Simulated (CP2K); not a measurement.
Consider fluorobenzene at its PBE geometry (Å).

```xyz
12

F     2.4831    1.0927    0.1289
C     1.2307    0.5401    0.0628
C     0.1283    1.3885    0.0410
C    -1.1473    0.8188   -0.0262
C    -1.3007   -0.5709   -0.0705
C    -0.1731   -1.3976   -0.0438
C     1.1111   -0.8461    0.0236
H     0.2759    2.4666    0.0783
H    -2.0238    1.4663   -0.0414
H    -2.2971   -1.0077   -0.1254
H    -0.2901   -2.4809   -0.0740
H     2.0031   -1.4698    0.0466
```

Method: CP2K XAS_TDP, all-electron GAPW, PBEh(45%), aug-cc-pVDZ, TDA, GW2X-corrected core level, no relativity.

Question: Where do the C K-edge lines lie, and how strong are they?

Leading lines: C2 289.39 eV, C3 287.34 eV, C4 287.22 eV and C5 287.37 eV. The leading line of an atom is its first one with 35 % of the strongest within 2.5 eV of its lowest line over the strength cut. Core ionisation energies at this level: C3 292.20, C4 292.28, C2 294.35 and C5 292.10 eV.

The first six lines of each atom with a strength over 0.0015:

| atom | energy (eV) | states | strength, one atom | above the computed threshold |
| --- | --- | --- | --- | --- |
| C2 (bonded to 2 C and F) | 289.39 | 1 | 0.0595 |  |
|  | 291.95 | 1 | 0.0457 |  |
|  | 293.74 | 1 | 0.0021 |  |
|  | 294.49 | 1 | 0.0019 | yes |
|  | 294.82 | 1 | 0.0046 | yes |
|  | 295.30 | 1 | 0.0037 | yes |
| C3 (bonded to 2 C and H), 2 alike | 287.34 | 1 | 0.0484 |  |
|  | 290.31 | 1 | 0.0110 |  |
|  | 291.23 | 1 | 0.0029 |  |
|  | 292.05 | 1 | 0.0035 |  |
|  | 293.09 | 1 | 0.0031 | yes |
|  | 293.24 | 2 | 0.0050 | yes |
| C4 (bonded to 2 C and H), 2 alike | 287.22 | 1 | 0.0524 |  |
|  | 290.24 | 1 | 0.0109 |  |
|  | 292.03 | 1 | 0.0041 |  |
|  | 292.41 | 1 | 0.0017 | yes |
|  | 293.06 | 1 | 0.0069 | yes |
|  | 293.18 | 1 | 0.0024 | yes |
| C5 (bonded to 2 C and H) | 287.37 | 1 | 0.0510 |  |
|  | 290.06 | 1 | 0.0105 |  |
|  | 291.27 | 1 | 0.0028 |  |
|  | 291.88 | 1 | 0.0028 |  |
|  | 292.10 | 1 | 0.0031 |  |
|  | 292.92 | 1 | 0.0050 | yes |

Lines are vertical, at one geometry, with no vibrational structure. GW2X ionisation energies and lines can be off by 1 to 2 eV either way, and a good line position may hide errors that cancel. These values hold no scalar relativity, about 0.1 eV for C 1s. Rydberg lines, and the discretised continuum above threshold, depend on the basis and the box.

[Banner, clock and machine lines of the logs are left out without a mark of their own.]

[Logs are printed without paths, hosts, clocks, repeated set-up lines and the standing remarks that a program may print on its own settings, such as how far it seeks lower states.]

[Hosts, paths, dates, database ids (printed as entryN), source tags and the programs' standing remarks are cut or masked in the printed files.]
